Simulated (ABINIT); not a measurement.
# BiOBr (P4/nmm): one start, several treatments of the self-energy

How much does the gap of BiOBr (P4/nmm) depend on the approximation to the self-energy?

Method: PBEsol and many-body steps on it, plane waves, in ABINIT 10.8.3.

Report form: the programs' logs are mostly left out.

The database entry behind the starting cell differs from later determinations by our own check (0.1 to 0.3 % short, probably kX units), so it need not match the best structure at ambient conditions.

### Step 1. Starting point

It takes space group P4/nmm (No. 129, tetragonal). Conventional cell: a = 3.916 Å, b = 3.916 Å, c = 8.077 Å, α = 90.00°, β = 90.00°, γ = 90.00°. Bi has 4 O at 2.32 Å and 4 Br at 3.18 Å nearest. Br has 4 Bi at 3.18 Å nearest. Nearest to O lie 4 Bi at 2.32 Å. Farther neighbours and most contacts between anions are not listed.

The cell and positions come from the Crystallography Open Database and are kept as given unless a step says otherwise. Spin-orbit coupling is left out unless a step names it.

### Step 2. Empty states on the mesh, 4×4×2 mesh, 133 bands

This step: ABINIT 10.8.3; DFT, PBEsol, plane waves, norm-conserving pseudopotentials.

The sums over transitions need many empty states on a uniform mesh; this step solves for them.

File run.abi:

```
acell 3*1.0 Angstrom
rprim 
  3.916000000000 0.000000000000 0.000000000000
  0.000000000000 3.916000000000 0.000000000000
  0.000000000000 0.000000000000 8.077000000000
ntypat 3
znucl 83 35 8
natom 6
typat 1 1 2 2 3 3
xred 
  0.000000000000 0.500000000000 0.154000000000
  0.500000000000 0.000000000000 0.846000000000
  0.000000000000 0.500000000000 0.653000000000
  0.500000000000 0.000000000000 0.347000000000
  0.000000000000 0.000000000000 0.000000000000
  0.500000000000 0.500000000000 0.000000000000
pp_dirpath "pseudos"
pseudos "Bi.upf, Br.upf, O.upf"
ecut 36
ngkpt 4 4 2
nshiftk 1
shiftk 0 0 0
kptopt 1
chksymbreak 0
iscf -2
irdden 1
istwfk *1
nband 133
nbdbuf 12
tolwfr 1e-09
nstep 60
prtvol 0
indata_prefix "in"
outdata_prefix "out"
tmpdata_prefix "tmp"
```

Started as:

```
$ OMP_NUM_THREADS=1 mpirun -n 8 abinit run.abi > log
```

Wall time 89 s (8 MPI ranks of Arm Neoverse V2, shared host); peak memory 0.86 GiB; 12 min of CPU time.

Numbers from this step:

```yaml
gap: 2.191 eV
k_of_the_valence_top: 0.5, 0, 0.5
k_of_the_conduction_bottom: 0, 0, 0.5
least_direct_gap: 2.268 eV
k_points_computed: 12
lowest_point_of_the_top_converged_band_above_the_valence_top: 42.57 eV
```

On this mesh the gap is 2.191 eV.

The density comes from a self-consistent run that is not shown.

### Step 3. Screening, 4×4×2 mesh, 121 bands, screening to 122.5 eV

The RPA dielectric matrix is built and inverted for each q.

This step: RPA screening on PBEsol, plane waves, norm-conserving pseudopotentials.

Edit run.abi of step 2 so:

```diff
@@ -24,10 +24,11 @@
 chksymbreak 0
-iscf -2
-irdden 1
 istwfk *1
-nband 133
-nbdbuf 12
-tolwfr 1e-09
-nstep 60
-prtvol 0
+occopt 1
+irdwfk 1
+optdriver 3
+nband 121
+ecuteps 4.5
+inclvkb 2
+awtr 1
+symchi 1
 indata_prefix "in"
```

Wall time 2.1 min (8 MPI ranks); peak memory 4.6 GiB.

This step gave:

```yaml
eps_infinity_with_local_fields_on_this_mesh_along_the_program_s_q_direction: 6.811
the_same_without_local_fields: 7.853
plasma_frequency: 24.97 eV
plane_waves_in_the_screening_matrix: 379
```

Local fields lower ε∞ by 13 %. On a Γ-centred mesh this coarse the value itself is usually too large, while a short band sum pulls it down.

### Step 4. G0W0, Godby-Needs plasmon pole

The self-energy is evaluated for the states that the input lists, and the levels follow from it, in one-shot runs by the linearised quasiparticle equation.

This step: G0W0 on PBEsol, plane waves, norm-conserving pseudopotentials.

Edit run.abi of step 3 so:

```diff
@@ -27,8 +27,19 @@
 irdwfk 1
-optdriver 3
+optdriver 4
 nband 121
+gwcalctyp 0
+ecutsigx 36
+symsigma 1
+nkptgw 3
+kptgw 
+  0.5000000000 0.0000000000 0.5000000000
+  0.0000000000 0.0000000000 0.5000000000
+  0.0000000000 0.0000000000 0.0000000000
+bdgw 
+  27 30
+  26 30
+  26 30
 ecuteps 4.5
-inclvkb 2
-awtr 1
-symchi 1
+irdscr 1
+ppmodel 1
 indata_prefix "in"
```

Wall time 25 s (8 MPI ranks); peak memory 3.1 GiB.

This step gave:

- G0W0 gap on the points computed: 2.779 eV
- starting gap on the mesh: 2.191 eV
- k of the valence top: 0.5, 0, 0.5
- k of the conduction bottom: 0, 0, 0.5
- Z at the valence top: 0.791
- Z at the conduction bottom: 0.825
- least direct G0W0 gap on the computed points: 3.090 eV

The gap on the mesh goes from 2.19 eV to 2.78 eV, a correction of +0.59 eV.

### Step 5. G0W0, Hybertsen-Louie plasmon pole

Edit run.abi of step 4 so:

```diff
@@ -43,3 +43,3 @@
 irdscr 1
-ppmodel 1
+ppmodel 2
 indata_prefix "in"
```

It took 24 s on 8 MPI ranks; peak memory 2.9 GiB; 3.2 min of CPU time.

Numbers from this step:

```
G0W0 gap on the points computed              : 2.845 eV
starting gap on the mesh                     : 2.191 eV
k of the valence top                         : 0.5, 0, 0.5
k of the conduction bottom                   : 0, 0, 0.5
Z at the valence top                         : 0.84
Z at the conduction bottom                   : 0.862
least direct G0W0 gap on the computed points : 3.155 eV
```

Against G0W0 in ABINIT (4×4×2 mesh, 121 bands, screening to 122.5 eV, Godby-Needs plasmon pole), the gap moves by +0.066 eV.

### Step 6. G0W0, von der Linden-Horsch plasmon pole

Edit run.abi of step 5 so:

```diff
@@ -43,3 +43,3 @@
 irdscr 1
-ppmodel 2
+ppmodel 3
 indata_prefix "in"
```

Elapsed: 16 s, on 8 MPI ranks; peak memory 2.7 GiB; 2.1 min of CPU time.

Numbers from this step:

| Property | Result |
| --- | --- |
| G0W0 gap on the points computed | 2.772 eV |
| starting gap on the mesh | 2.191 eV |
| k of the valence top | 0.5, 0, 0.5 |
| k of the conduction bottom | 0, 0, 0.5 |
| least direct G0W0 gap on the computed points | 3.154 eV |

Against G0W0 in ABINIT (4×4×2 mesh, 121 bands, screening to 122.5 eV, Godby-Needs plasmon pole), the gap moves by −0.007 eV.

### Step 7. G0W0, Engel-Farid plasmon pole

Edit run.abi of step 6 so:

```diff
@@ -43,3 +43,3 @@
 irdscr 1
-ppmodel 3
+ppmodel 4
 indata_prefix "in"
```

Elapsed: 16 s, on 8 MPI ranks; peak memory 2.7 GiB; 2.1 min of CPU time.

This step gave:

- G0W0 gap on the points computed: 2.789 eV
- starting gap on the mesh: 2.191 eV
- k of the valence top: 0.5, 0, 0.5
- k of the conduction bottom: 0, 0, 0.5
- least direct G0W0 gap on the computed points: 3.121 eV

Against G0W0 in ABINIT (4×4×2 mesh, 121 bands, screening to 122.5 eV, Godby-Needs plasmon pole), the gap moves by +0.010 eV.

### Step 8. One-shot Hartree-Fock

This step: one-shot Hartree-Fock on PBEsol, plane waves, norm-conserving pseudopotentials.

Edit run.abi of step 7 so:

```diff
@@ -28,4 +28,4 @@
 optdriver 4
-nband 121
-gwcalctyp 0
+nband 32
+gwcalctyp 5
 ecutsigx 36
@@ -41,5 +41,4 @@
   26 30
-ecuteps 4.5
-irdscr 1
-ppmodel 4
+ixc_sigma 40
+fftgw 31
 indata_prefix "in"
```

The job ended after 6 s (8 MPI ranks; peak memory 0.64 GiB; 46 s of CPU time).

This step gave:

```
quasiparticle gap on the points computed              : 8.451 eV
starting gap on the mesh                              : 2.191 eV
k of the valence top                                  : 0.5, 0, 0.5
k of the conduction bottom                            : 0, 0, 0.5
least direct quasiparticle gap on the computed points : 8.479 eV
```

Against G0W0 in ABINIT (4×4×2 mesh, 121 bands, screening to 122.5 eV, Godby-Needs plasmon pole), the gap moves by +5.672 eV.

### Step 9. Screening, 4×4×2 mesh, 121 bands, screening to 122.5 eV

This step: RPA screening on PBEsol, plane waves, norm-conserving pseudopotentials.

Edit run.abi of step 8 so:

```diff
@@ -27,18 +27,14 @@
 irdwfk 1
-optdriver 4
-nband 32
-gwcalctyp 5
-ecutsigx 36
-symsigma 1
-nkptgw 3
-kptgw 
-  0.5000000000 0.0000000000 0.5000000000
-  0.0000000000 0.0000000000 0.5000000000
-  0.0000000000 0.0000000000 0.0000000000
-bdgw 
-  27 30
-  26 30
-  26 30
-ixc_sigma 40
-fftgw 31
+optdriver 3
+nband 121
+ecuteps 4.5
+inclvkb 2
+awtr 1
+symchi 1
+gwcalctyp 2
+nfreqre 16
+freqremax 40 eV
+nfreqim 8
+spmeth 1
+nomegasf 120
 indata_prefix "in"
```

It took 3.1 min on 8 MPI ranks; peak memory 5.9 GiB.

This step gave:

```
ε∞ with local fields, on this mesh, along the program's q direction : 6.835
the same without local fields                                       : 7.881
plasma frequency                                                    : 24.97 eV
plane waves in the screening matrix                                 : 379
```

### Step 10. G0W0, contour deformation

This step: G0W0 on PBEsol, plane waves, norm-conserving pseudopotentials.

Edit run.abi of step 9 so:

```diff
@@ -27,14 +27,19 @@
 irdwfk 1
-optdriver 3
+optdriver 4
 nband 121
+gwcalctyp 2
+ecutsigx 36
+symsigma 1
+nkptgw 3
+kptgw 
+  0.5000000000 0.0000000000 0.5000000000
+  0.0000000000 0.0000000000 0.5000000000
+  0.0000000000 0.0000000000 0.0000000000
+bdgw 
+  27 30
+  26 30
+  26 30
 ecuteps 4.5
-inclvkb 2
-awtr 1
-symchi 1
-gwcalctyp 2
-nfreqre 16
-freqremax 40 eV
-nfreqim 8
-spmeth 1
-nomegasf 120
+irdscr 1
+gwmem 01
 indata_prefix "in"
```

Elapsed: 27 s, on 8 MPI ranks; peak memory 2.7 GiB.

This step gave:

```
G0W0 gap on the points computed              : 2.819 eV
starting gap on the mesh                     : 2.191 eV
k of the valence top                         : 0.5, 0, 0.5
k of the conduction bottom                   : 0, 0, 0.5
least direct G0W0 gap on the computed points : 3.1 eV
```

Against G0W0 in ABINIT (4×4×2 mesh, 121 bands, screening to 122.5 eV, Godby-Needs plasmon pole), the gap moves by +0.040 eV.

### Step 11. Screening, 4×4×2 mesh, 121 bands, screening to 122.5 eV

This step: RPA screening on PBEsol, plane waves, norm-conserving pseudopotentials.

Edit run.abi of step 10 so:

```diff
@@ -27,19 +27,11 @@
 irdwfk 1
-optdriver 4
+optdriver 3
 nband 121
-gwcalctyp 2
-ecutsigx 36
-symsigma 1
-nkptgw 3
-kptgw 
-  0.5000000000 0.0000000000 0.5000000000
-  0.0000000000 0.0000000000 0.5000000000
-  0.0000000000 0.0000000000 0.0000000000
-bdgw 
-  27 30
-  26 30
-  26 30
 ecuteps 4.5
-irdscr 1
-gwmem 01
+inclvkb 2
+awtr 1
+symchi 1
+gwcalctyp 1
+nfreqre 0
+nfreqim 16
 indata_prefix "in"
```

Run time: 5.6 min. Hardware: 8 MPI ranks; peak memory 4.8 GiB.

This step gave:

```yaml
eps_infinity_with_local_fields_on_this_mesh_along_the_program_s_q_direction: 6.811
the_same_without_local_fields: 7.853
plasma_frequency: 24.97 eV
plane_waves_in_the_screening_matrix: 379
```

### Step 12. G0W0, analytic continuation

This step: G0W0 on PBEsol, plane waves, norm-conserving pseudopotentials.

Edit run.abi of step 11 so:

```diff
@@ -27,11 +27,20 @@
 irdwfk 1
-optdriver 3
+optdriver 4
 nband 121
+gwcalctyp 1
+ecutsigx 36
+symsigma 1
+nkptgw 3
+kptgw 
+  0.5000000000 0.0000000000 0.5000000000
+  0.0000000000 0.0000000000 0.5000000000
+  0.0000000000 0.0000000000 0.0000000000
+bdgw 
+  27 30
+  26 30
+  26 30
 ecuteps 4.5
-inclvkb 2
-awtr 1
-symchi 1
-gwcalctyp 1
-nfreqre 0
-nfreqim 16
+irdscr 1
+nomegasi 12
+omegasimax 25 eV
 indata_prefix "in"
```

Elapsed: 28 s, on 8 MPI ranks; peak memory 3.4 GiB.

Numbers from this step:

```
G0W0 gap on the points computed              : 2.825 eV
starting gap on the mesh                     : 2.191 eV
k of the valence top                         : 0.5, 0, 0.5
k of the conduction bottom                   : 0, 0, 0.5
least direct G0W0 gap on the computed points : 3.114 eV
```

Against G0W0 in ABINIT (4×4×2 mesh, 121 bands, screening to 122.5 eV, Godby-Needs plasmon pole), the gap moves by +0.046 eV.

### Step 13. Side by side

Times are wall times on 8 MPI ranks of Arm Neoverse V2, shared host, good to a factor of about two. A run's time includes the screening step that it read.

```
                                     run   mesh  bands  screening cutoff (eV)  DFT gap (eV)  gap on the mesh (eV)  direct (eV)  ε∞ used     time
          G0W0, Godby-Needs plasmon pole  4×4×2    121                  122.5         2.191                 2.779        3.090     6.81  2.5 min
      G0W0, Hybertsen-Louie plasmon pole  4×4×2    121                  122.5         2.191                 2.845        3.155     6.81  2.5 min
G0W0, von der Linden-Horsch plasmon pole  4×4×2    121                  122.5         2.191                 2.772        3.154     6.81  2.3 min
          G0W0, Engel-Farid plasmon pole  4×4×2    121                  122.5         2.191                 2.789        3.121     6.81  2.3 min
                   one-shot Hartree-Fock  4×4×2      -                      -         2.191                 8.451        8.479        -      6 s
               G0W0, contour deformation  4×4×2    121                  122.5         2.191                 2.819        3.100     6.83  3.6 min
             G0W0, analytic continuation  4×4×2    121                  122.5         2.191                 2.825        3.114     6.81  6.1 min
```

### Step 14. Summary of results

| Property | Result |
| --- | --- |
| G0W0, Godby-Needs plasmon pole | 2.779 eV |
| G0W0, Hybertsen-Louie plasmon pole | 2.845 eV |
| G0W0, von der Linden-Horsch plasmon pole | 2.772 eV |
| G0W0, Engel-Farid plasmon pole | 2.789 eV |
| one-shot Hartree-Fock | 8.451 eV |
| G0W0, contour deformation | 2.819 eV |
| G0W0, analytic continuation | 2.825 eV |
| known limits | not at the basis limit; exchange with frozen shells missing; no spin-orbit coupling; coarse k mesh |

G0W0, Hybertsen-Louie plasmon pole: +0.066 eV against G0W0, Godby-Needs plasmon pole. G0W0, von der Linden-Horsch plasmon pole: −0.007 eV against G0W0, Godby-Needs plasmon pole. G0W0, Engel-Farid plasmon pole: +0.010 eV against G0W0, Godby-Needs plasmon pole. One-shot Hartree-Fock: +5.672 eV against G0W0, Godby-Needs plasmon pole. G0W0, contour deformation: +0.040 eV against G0W0, Godby-Needs plasmon pole. G0W0, analytic continuation: +0.046 eV against G0W0, Godby-Needs plasmon pole. Bare exchange alone opens the gap to 8.45 eV; against G0W0, correlation takes back 5.67 eV. Bands and cutoff are finite, so the gap is not at the basis limit. The miss can reach some tenths of an eV and take either sign; the mesh is an error of its own. In the G0W0 runs levels were corrected at 3 k points alone, so a gap called «on the mesh» is the least over those, and an edge elsewhere would be missed. The 4×4×2 mesh is coarse for this cell, which bears on the long-range parts of exchange and screening. Where an edge is built on 6p states of lead, bismuth or thallium, scalar-relativistic gaps usually stand too wide, by a few tenths to over one eV. The norm-conserving file of at least one element keeps a d shell over frozen s and p shells of the same row. Exchange with those shells is missing from the self-energy, an error of 0.3 to 0.9 eV in cases checked, whose sign depends on which edge lies on those atoms. The many-body steps are scalar-relativistic: spin-orbit coupling is not in them.

[Paths, hosts, dates, memory and timing lines, banners, echoed tables and standing remarks are left out of the program output.]

[Logs are printed without paths, hosts, clocks, repeated set-up lines and the standing remarks that a program may print on its own settings, such as how far it seeks lower states.]

[Runs of the session that timed out or met a known fault of the program may be left out.]

[Hosts, paths, dates, database ids (printed as entryN), source tags and the programs' standing remarks are cut or masked in the printed files.]

[G0W0 gaps are taken among the corrected bands and points alone; a level outside them can change the order at an edge.]

[Where Ansatz stands beside ABINIT at settings called matched, ABINIT's density can come from a denser mesh and the files from another edition; pairs whose starting gaps differed by over 0.03 eV were left out, so agreement reads better than it is.]
